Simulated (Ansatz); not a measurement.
Rows from a G0W0 calculation on Al2O3 (Corundum) (Ansatz 0.2.0; G0W0 on PBE, plane waves, PAW; 4×4×4 mesh, 354 empty bands, screening to 150 eV), in eV. Spin-orbit coupling is left out.

```
row  k  band   start       Σx  Σc at the solution      Vxc
  A  Γ    c2  16.911   -7.912              -4.374  -13.535
  B  Γ    v1   7.751  -26.914               4.150  -21.387
  C  Γ    c3  18.513  -10.028              -4.622  -16.408
  D  Γ    c1  13.968  -11.383              -3.931  -16.633
  E  Γ    v2   7.707  -26.990               4.203  -21.393
```

Q: Give the quasiparticle energies and the shift of each level.

The quasiparticle equation reads E = start + Σx + Σc(E) − Vxc.

```
row  E (eV)  shift (eV)
  A  18.160      +1.250
  B   6.374      −1.377
  C  20.270      +1.758
  D  15.286      +1.318
  E   6.312      −1.394
```

The gap over the computed points goes from 6.22 eV to 8.91 eV.

Limits: not at the basis limit.

[Paths, hosts, dates, memory and timing lines, banners, echoed tables and standing remarks are left out of the program output.]

[Logs are printed without paths, hosts, clocks, repeated set-up lines and the standing remarks that a program may print on its own settings, such as how far it seeks lower states.]

[Runs of the session that timed out or met a known fault of the program may be left out.]

[Cells called generated may have been cut or substituted from an entry of the Crystallography Open Database or the Materials Project.]

[Hosts, paths, dates, database ids (printed as entryN), source tags and the programs' standing remarks are cut or masked in the printed files.]
